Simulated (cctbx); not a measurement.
**Li2MgSi2S6 with cctbx, script by script**

Library: cctbx 2025.11. The data are simulated by the first script.

## 1. Simulate the data

run.py:

```python
from cctbx import adptbx, crystal, miller, sgtbx, xray
from cctbx.array_family import flex
from iotbx.shelx import hklf
from scitbx import matrix
import scitbx.random

cs = crystal.symmetry(unit_cell=(6.919, 11.892, 11.39, 90, 90.49, 90), space_group_symbol='Hall: -C 2yc')  # C2/c
atoms = [  # label, site, U (iso, or U11 U22 U33 U12 U13 U23 in A^2), occupancy
    ("S1", (0.3687, 0.8585, 0.9067), (0.0061, 0.0057, 0.0059, -0.0002, -0.0007, 0.0004), 1),
    ("S2", (0.2551, 0.12, 0.7978), (0.0052, 0.0042, 0.0048, 0.0003, -0.0001, 0.0006), 1),
    ("S3", (0, 0, 0.5), (0.0047, 0.0050, 0.0052, 0.0003, 0.0008, -0.0001), 1),
    ("S4", (0.5, 0.3791, 0.75), (0.0049, 0.0056, 0.0060, 0.0000, 0.0001, 0.0000), 1),
    ("Si1", (0.1685, 0.9696, 0.8613), (0.0036, 0.0043, 0.0041, 0.0006, -0.0002, 0.0007), 1),
    ("Mg1", (0.5, 0.2478, 0.25), (0.0051, 0.0059, 0.0043, 0.0000, 0.0004, 0.0000), 1),
    ("Li1", (0.4354, 0.1671, 0.6179), (0.0076, 0.0073, 0.0083, 0.0010, -0.0003, 0.0004), 1),
]
xs = xray.structure(crystal_symmetry=cs)
for label, site, u, occ in atoms:
    u = adptbx.u_cif_as_u_star(cs.unit_cell(), u) if isinstance(u, tuple) else u
    xs.add_scatterer(xray.scatterer(label, site=site, u=u, occupancy=occ))
xs.set_inelastic_form_factors(0.71073, "sasaki")
xs.show_summary()
p1 = xs.expand_to_p1()
ms = miller.build_set(p1, anomalous_flag=True, d_min=0.7)
flex.set_random_seed(348709)
scitbx.random.set_random_seed(348709)
ms = ms.select(flex.random_double(ms.size()) < 0.95)
i = ms.structure_factors_from_scatterers(p1, algorithm="direct").f_calc().as_intensity_array().data()
i = i * 20000 / flex.max(i)
sig = flex.sqrt(i + flex.pow2(0.03 * i) + 15 ** 2)
noise = scitbx.random.variate(scitbx.random.normal_distribution())(i.size())
data = ms.array(data=i + sig * noise, sigmas=sig).set_observation_type_xray_intensity()
with open("data.hkl", "w") as f:
    data.export_as_shelx_hklf(f)
print("reflections written:", data.size(), " <I/sigma> = %.1f" % flex.mean(data.data() / data.sigmas()))
for h, a, b in list(data.sort("data"))[:12]:
    print("%4d%4d%4d %9.1f %7.1f" % (h + (a, b)))
```

```console
$ python run.py
```

```text
Number of scatterers: 7
At special positions: 3
Unit cell: (6.919, 11.892, 11.39, 90, 90.49, 90)
Space group: C 1 2/c 1 (No. 15)
reflections written: 10874  <I/sigma> = 7.5
  -4   0  -4   20337.5   616.6
   2   0   8   19829.4   611.1
   2  -6   1   19001.4   574.7
  -2   0  -8   18946.4   611.1
   0   8   0   18687.5   560.4
   2   6   1   18410.1   574.7
  -2  -6  -1   18241.7   574.7
   0  -8   0   18162.4   560.4
  -2   6  -1   17963.9   574.7
   2   0  -4   16448.5   521.6
  -2   0   4   15967.9   521.6
   2   2   1   15844.8   474.3
```

It took 0.51 s on 1 thread of Arm Neoverse N1, on a shared host, peak memory 0.07 GiB.

## 2. Refinement (right model, isotropic)

run.py:

```python
import math
from cctbx import adptbx, crystal, maptbx, sgtbx, xray
from cctbx.array_family import flex
from cctbx.xray import observations
from iotbx.shelx import hklf
from scitbx.lstbx import normal_eqns_solving
from smtbx import absolute_structure, utils
from smtbx.refinement import constraints, least_squares

cs = crystal.symmetry(unit_cell=(6.919, 11.892, 11.39, 90, 90.49, 90), space_group_symbol='Hall: -C 2yc')  # C2/c
atoms = [  # label, site, U (iso, or U11 U22 U33 U12 U13 U23 in A^2), occupancy
    ("S1", (0.3726, 0.8629, 0.9063), 0.0200, 1),
    ("S2", (0.2615, 0.1245, 0.8041), 0.0200, 1),
    ("S3", (0, 0, 0.5), 0.0200, 1),
    ("S4", (0.5, 0.3758, 0.75), 0.0200, 1),
    ("Si1", (0.1616, 0.9646, 0.8575), 0.0200, 1),
    ("Mg1", (0.5, 0.243, 0.25), 0.0200, 1),
    ("Li1", (0.4347, 0.1676, 0.6191), 0.0200, 1),
]
xs = xray.structure(crystal_symmetry=cs)
for label, site, u, occ in atoms:
    u = adptbx.u_cif_as_u_star(cs.unit_cell(), u) if isinstance(u, tuple) else u
    xs.add_scatterer(xray.scatterer(label, site=site, u=u, occupancy=occ))
xs.set_inelastic_form_factors(0.71073, "sasaki")
raw = hklf.reader(file_name="data.hkl").as_miller_arrays(crystal_symmetry=cs, anomalous=True)[0]
merged = raw.eliminate_sys_absent().merge_equivalents()
fo2 = merged.array().set_observation_type_xray_intensity()
print("Rint %.3f, %d unique reflections to %.2f A" % (merged.r_int(), fo2.size(), fo2.d_min()))
for sc in xs.scatterers():
    sc.flags.set_grad_site(True)
    sc.flags.set_grad_u_aniso(sc.flags.use_u_aniso())
    sc.flags.set_grad_u_iso(sc.flags.use_u_iso())
obs = fo2.as_xray_observations()
extra = {}
rep = constraints.reparametrisation(xs, [], utils.connectivity_table(xs), **extra)
ls = least_squares.crystallographic_ls(obs, rep, weighting_scheme=least_squares.mainstream_shelx_weighting(a=0, b=0))
print("cycle     R1     wR2    GooF  max shift (A)")
for cycle in range(8):
    ls.build_up()
    r1, wr2, goof = ls.r1_factor(cutoff_factor=2)[0], ls.wR2(), ls.goof()
    old = xs.sites_cart()
    normal_eqns_solving.levenberg_marquardt_iterations(ls, n_max_iterations=3, tau=1e-06, step_threshold=1e-7)
    big = flex.max((xs.sites_cart() - old).norms())
    print("%4d %7.4f %7.4f %7.3f %9.5f" % (cycle + 1, r1, wr2, goof, big))
    ls.build_up(objective_only=True)
    if abs(ls.wR2() - wr2) < 5e-5 and big < 5e-4:
        break
ls.build_up()
print("final R1 %.4f wR2 %.4f GooF %.3f  parameters %d  data/parameter %.1f" % (ls.r1_factor(cutoff_factor=2)[0], ls.wR2(), ls.goof(), ls.n_parameters, fo2.size() / ls.n_parameters))
cov = ls.covariance_matrix_and_annotations()
su = dict(zip(cov.annotations, (math.sqrt(max(v, 0)) for v in cov.matrix.matrix_packed_u_diagonal())))
a2 = cs.unit_cell().reciprocal_parameters()[0] ** -2
print("atom        x        y        z      Ueq    occ   su(xyz)  su(Uiso or U11)")
for sc in xs.scatterers():
    s = max(su.get(sc.label + k, 0) for k in (".x", ".y", ".z"))
    npd = "" if sc.is_positive_definite_u(cs.unit_cell()) else "  NPD"
    print("%-5s %8.5f %8.5f %8.5f %8.4f %6.3f %8.5f %7.4f%s" % ((sc.label,) + sc.site + (sc.u_iso_or_equiv(cs.unit_cell()), sc.occupancy, s, su.get(sc.label + ".uiso", su.get(sc.label + ".u11", 0) * a2), npd)))
fo = fo2.f_sq_as_f()
fc = fo.structure_factors_from_scatterers(xs, algorithm="direct").f_calc()
diff = fo.f_obs_minus_f_calc(1 / math.sqrt(ls.scale_factor()), fc).average_bijvoet_mates()
m = diff.fft_map(symmetry_flags=maptbx.use_space_group_symmetry, resolution_factor=0.25).apply_volume_scaling()
print("difference map: max %.2f min %.2f rms %.2f" % (m.statistics().max(), m.statistics().min(), m.statistics().sigma()))
peaks = m.peak_search(parameters=maptbx.peak_search_parameters(min_distance_sym_equiv=0.6, max_clusters=6)).all()
near = xs.closest_distances(peaks.sites(), distance_cutoff=4)
sps = cs.special_position_settings(min_distance_sym_equiv=0.5)
for k, (x, h) in enumerate(zip(peaks.sites(), peaks.heights())):
    ss = sps.site_symmetry(x)
    print("Q%-3d %7.4f %7.4f %7.4f %4d %7.2f  %.2f A from %s" % ((k + 1,) + tuple(t % 1 for t in ss.exact_site()) + (ss.multiplicity(), h, near.smallest_distances[k], xs.scatterers()[near.i_seqs[k]].label)))
```

```console
$ python run.py
```

```text
Rint 0.029, 1424 unique reflections to 0.70 A
cycle     R1     wR2    GooF  max shift (A)
   1  0.2671  0.5319  17.728   0.09925
   2  0.0153  0.0357   1.190   0.00004
final R1 0.0153 wR2 0.0357 GooF 1.190  parameters 21  data/parameter 67.8
atom        x        y        z      Ueq    occ   su(xyz)  su(Uiso or U11)
S1     0.36868  0.85848  0.90669   0.0059  1.000  0.00004  0.0001
S2     0.25515  0.12002  0.79781   0.0047  1.000  0.00003  0.0001
S3     0.00000  0.00000  0.50000   0.0050  1.000  0.00000  0.0001
S4     0.50000  0.37907  0.75000   0.0055  1.000  0.00003  0.0001
Si1    0.16845  0.96960  0.86131   0.0041  1.000  0.00004  0.0001
Mg1    0.50000  0.24773  0.25000   0.0051  1.000  0.00004  0.0001
Li1    0.43571  0.16716  0.61794   0.0081  1.000  0.00028  0.0003
difference map: max 0.43 min -0.47 rms 0.09
Q1    0.0948  0.3398  0.6168    8    0.47  0.43 A from S1
Q2    0.1782  0.3670  0.5646    8    0.45  0.47 A from S1
Q3    0.0382  0.0066  0.5325    8    0.45  0.46 A from S3
Q4    0.0000  0.2941  0.7500    4    0.37  0.50 A from Mg1
Q5    0.2305  0.0996  0.7662    8    0.37  0.47 A from S2
Q6    0.0480  0.4170  0.5218    8    0.36  1.21 A from S1
```

Time: 0.65 s.

## 3. Refinement (right model, anisotropic)

run.py, as its changes from the last script of this kind:

```diff
@@ -12,7 +12,7 @@
-    ("S1", (0.3726, 0.8629, 0.9063), 0.0200, 1),
-    ("S2", (0.2615, 0.1245, 0.8041), 0.0200, 1),
-    ("S3", (0, 0, 0.5), 0.0200, 1),
-    ("S4", (0.5, 0.3758, 0.75), 0.0200, 1),
-    ("Si1", (0.1616, 0.9646, 0.8575), 0.0200, 1),
-    ("Mg1", (0.5, 0.243, 0.25), 0.0200, 1),
-    ("Li1", (0.4347, 0.1676, 0.6191), 0.0200, 1),
+    ("S1", (0.36868, 0.85848, 0.90669), 0.0059, 1),
+    ("S2", (0.25515, 0.12002, 0.79781), 0.0047, 1),
+    ("S3", (0, 0, 0.5), 0.0050, 1),
+    ("S4", (0.5, 0.37907, 0.75), 0.0055, 1),
+    ("Si1", (0.16845, 0.9696, 0.86131), 0.0041, 1),
+    ("Mg1", (0.5, 0.24773, 0.25), 0.0051, 1),
+    ("Li1", (0.43571, 0.16716, 0.61794), 0.0081, 1),
@@ -24,0 +25 @@
+xs.convert_to_anisotropic()
```

```console
$ python run.py
```

```text
Rint 0.029, 1424 unique reflections to 0.70 A
cycle     R1     wR2    GooF  max shift (A)
   1  0.0153  0.0357   1.205   0.00135
   2  0.0125  0.0282   0.952   0.00000
final R1 0.0125 wR2 0.0282 GooF 0.952  parameters 52  data/parameter 27.4
atom        x        y        z      Ueq    occ   su(xyz)  su(Uiso or U11)
S1     0.36871  0.85847  0.90670   0.0058  1.000  0.00003  0.0001
S2     0.25514  0.12003  0.79781   0.0048  1.000  0.00003  0.0001
S3     0.00000  0.00000  0.50000   0.0050  1.000  0.00000  0.0001
S4     0.50000  0.37908  0.75000   0.0055  1.000  0.00002  0.0001
Si1    0.16845  0.96960  0.86130   0.0041  1.000  0.00003  0.0001
Mg1    0.50000  0.24773  0.25000   0.0051  1.000  0.00004  0.0002
Li1    0.43561  0.16717  0.61784   0.0080  1.000  0.00022  0.0007
difference map: max 0.38 min -0.31 rms 0.08
Q1    0.0495  0.4158  0.5234    8    0.39  1.19 A from S1
Q2    0.1279  0.0848  0.0630    8    0.31  1.52 A from S3
Q3    0.1163  0.2239  0.3998    8    0.31  1.36 A from Li1
Q4    0.2087  0.2017  0.0966    8    0.31  2.45 A from S2
Q5    0.1846  0.3828  0.5272    8    0.31  0.89 A from S1
Q6    0.2216  0.2232  0.9648    8    0.30  2.28 A from S2
```

Time: 0.6 s.

## 4. Refinement

run.py, as its changes from the last script of this kind:

```diff
@@ -12,4 +12,4 @@
-    ("S1", (0.36868, 0.85848, 0.90669), 0.0059, 1),
-    ("S2", (0.25515, 0.12002, 0.79781), 0.0047, 1),
-    ("S3", (0, 0, 0.5), 0.0050, 1),
-    ("S4", (0.5, 0.37907, 0.75), 0.0055, 1),
+    ("K1", (0.36868, 0.85848, 0.90669), 0.0059, 1),
+    ("S1", (0.25515, 0.12002, 0.79781), 0.0047, 1),
+    ("S2", (0, 0, 0.5), 0.0050, 1),
+    ("S3", (0.5, 0.37907, 0.75), 0.0055, 1),
@@ -39 +39 @@
-for cycle in range(8):
+for cycle in range(12):
```

```console
$ python run.py
```

```text
Rint 0.029, 1424 unique reflections to 0.70 A
cycle     R1     wR2    GooF  max shift (A)
   1  0.0653  0.1584   5.340   0.00601
   2  0.0326  0.0968   3.263   0.00001
final R1 0.0326 wR2 0.0968 GooF 3.263  parameters 52  data/parameter 27.4
atom        x        y        z      Ueq    occ   su(xyz)  su(Uiso or U11)
K1     0.36863  0.85845  0.90669   0.0095  1.000  0.00010  0.0003
S1     0.25520  0.12003  0.79782   0.0025  1.000  0.00010  0.0003
S2     0.00000  0.00000  0.50000   0.0026  1.000  0.00000  0.0004
S3     0.50000  0.37912  0.75000   0.0032  1.000  0.00008  0.0004
Si1    0.16850  0.96962  0.86126   0.0016  1.000  0.00011  0.0003
Mg1    0.50000  0.24774  0.25000   0.0026  1.000  0.00012  0.0006
Li1    0.43494  0.16713  0.61769   0.0052  1.000  0.00076  0.0022
difference map: max 1.03 min -1.60 rms 0.21
Q1    0.2363  0.1159  0.7782    8    1.06  0.26 A from S1
Q2    0.1730  0.0482  0.3776    8    1.05  0.28 A from Si1
Q3    0.0000  0.0000  0.5000    4    0.98  0.00 A from S2
Q4    0.0000  0.1032  0.2500    4    0.94  0.21 A from S3
Q5    0.0000  0.2278  0.7500    4    0.76  0.29 A from Mg1
Q6    0.0000  0.2874  0.7500    4    0.68  0.42 A from Mg1
```

Time: 0.64 s.

This run holds a fault made on purpose: wrong element: K1 is S.

## 5. Refinement

run.py, as its changes from the last script of this kind:

```diff
@@ -12,4 +12,4 @@
-    ("K1", (0.36868, 0.85848, 0.90669), 0.0059, 1),
-    ("S1", (0.25515, 0.12002, 0.79781), 0.0047, 1),
-    ("S2", (0, 0, 0.5), 0.0050, 1),
-    ("S3", (0.5, 0.37907, 0.75), 0.0055, 1),
+    ("S1", (0.36868, 0.85848, 0.90669), 0.0059, 1),
+    ("S2", (0.25515, 0.12002, 0.79781), 0.0047, 1),
+    ("S3", (0, 0, 0.5), 0.0050, 1),
+    ("S4", (0.5, 0.37907, 0.75), 0.0055, 1),
@@ -18 +17,0 @@
-    ("Li1", (0.43571, 0.16716, 0.61794), 0.0081, 1),
```

```console
$ python run.py
```

```text
Rint 0.029, 1424 unique reflections to 0.70 A
cycle     R1     wR2    GooF  max shift (A)
   1  0.0640  0.1541   5.176   0.00120
   2  0.0634  0.1518   5.099   0.00000
final R1 0.0634 wR2 0.1518 GooF 5.099  parameters 43  data/parameter 33.1
atom        x        y        z      Ueq    occ   su(xyz)  su(Uiso or U11)
S1     0.36864  0.85849  0.90669   0.0052  1.000  0.00016  0.0005
S2     0.25525  0.12010  0.79784   0.0042  1.000  0.00015  0.0005
S3     0.00000  0.00000  0.50000   0.0046  1.000  0.00000  0.0006
S4     0.50000  0.37913  0.75000   0.0049  1.000  0.00013  0.0006
Si1    0.16842  0.96956  0.86131   0.0035  1.000  0.00018  0.0005
Mg1    0.50000  0.24783  0.25000   0.0044  1.000  0.00019  0.0009
difference map: max 8.99 min -0.60 rms 0.31
Q1    0.0637  0.3331  0.3817    8    9.63  2.40 A from S2
Q2    0.0000  0.0000  0.0000    4    0.91  0.00 A from S3
Q3    0.1269  0.3534  0.5893    8    0.80  0.08 A from S1
Q4    0.0000  0.1099  0.2500    4    0.72  0.13 A from S4
Q5    0.1761  0.0270  0.3582    8    0.70  0.08 A from Si1
Q6    0.2321  0.1170  0.7806    8    0.59  0.26 A from S2
```

Time: 0.6 s.

This run holds a fault made on purpose: atom left out: Li1.

## 6. Refinement

run.py, as its changes from the last script of this kind:

```diff
@@ -12,6 +12,7 @@
-    ("S1", (0.36868, 0.85848, 0.90669), 0.0059, 1),
-    ("S2", (0.25515, 0.12002, 0.79781), 0.0047, 1),
-    ("S3", (0, 0, 0.5), 0.0050, 1),
-    ("S4", (0.5, 0.37907, 0.75), 0.0055, 1),
-    ("Si1", (0.16845, 0.9696, 0.86131), 0.0041, 1),
-    ("Mg1", (0.5, 0.24773, 0.25), 0.0051, 1),
+    ("S1", (0.4152, 0.9173, 0.9374), 0.0200, 1),
+    ("S2", (0.2302, 0.1095, 0.7999), 0.0200, 1),
+    ("S3", (0, 0, 0.5), 0.0200, 1),
+    ("S4", (0.5, 0.35, 0.75), 0.0200, 1),
+    ("Si1", (0.1571, 0.9976, 0.8679), 0.0200, 1),
+    ("Mg1", (0.5, 0.245, 0.25), 0.0200, 1),
+    ("Li1", (0.382, 0.2196, 0.6214), 0.0200, 1),
@@ -24 +24,0 @@
-xs.convert_to_anisotropic()
@@ -38 +38 @@
-for cycle in range(12):
+for cycle in range(10):
@@ -42 +42 @@
-    normal_eqns_solving.levenberg_marquardt_iterations(ls, n_max_iterations=3, tau=1e-06, step_threshold=1e-7)
+    normal_eqns_solving.levenberg_marquardt_iterations(ls, n_max_iterations=3, tau=0.0001, step_threshold=1e-7)
```

```console
$ python run.py
```

```text
Rint 0.029, 1424 unique reflections to 0.70 A
cycle     R1     wR2    GooF  max shift (A)
   1  0.7853  0.9623  32.071   1.07684
   2  0.5647  0.8485  28.278   0.74992
   3  0.4572  0.7664  25.544   0.55536
   4  0.0681  0.1571   5.235   0.20090
   5  0.0153  0.0357   1.190   0.00033
final R1 0.0153 wR2 0.0357 GooF 1.190  parameters 21  data/parameter 67.8
atom        x        y        z      Ueq    occ   su(xyz)  su(Uiso or U11)
S1     0.36868  0.85848  0.90669   0.0059  1.000  0.00004  0.0001
S2     0.25515  0.12002  0.79781   0.0047  1.000  0.00003  0.0001
S3     0.00000  0.00000  0.50000   0.0050  1.000  0.00000  0.0001
S4     0.50000  0.37907  0.75000   0.0055  1.000  0.00003  0.0001
Si1    0.16845  0.96960  0.86131   0.0041  1.000  0.00004  0.0001
Mg1    0.50000  0.24773  0.25000   0.0051  1.000  0.00004  0.0001
Li1    0.43571  0.16716  0.61794   0.0081  1.000  0.00028  0.0003
difference map: max 0.43 min -0.47 rms 0.09
Q1    0.0948  0.3398  0.6168    8    0.47  0.43 A from S1
Q2    0.1782  0.3670  0.5646    8    0.45  0.47 A from S1
Q3    0.0382  0.0066  0.5325    8    0.45  0.46 A from S3
Q4    0.0000  0.2941  0.7500    4    0.37  0.50 A from Mg1
Q5    0.2305  0.0996  0.7662    8    0.37  0.47 A from S2
Q6    0.0480  0.4170  0.5218    8    0.36  1.21 A from S1
```

It took 0.83 s on 1 thread of Arm Neoverse N1 (shared host), peak memory 0.09 GiB.

This run holds a fault made on purpose: start far from the minimum.

[Logs are printed without paths, hosts, clocks, repeated set-up lines and the standing remarks that a program may print on its own settings, such as how far it seeks lower states.]
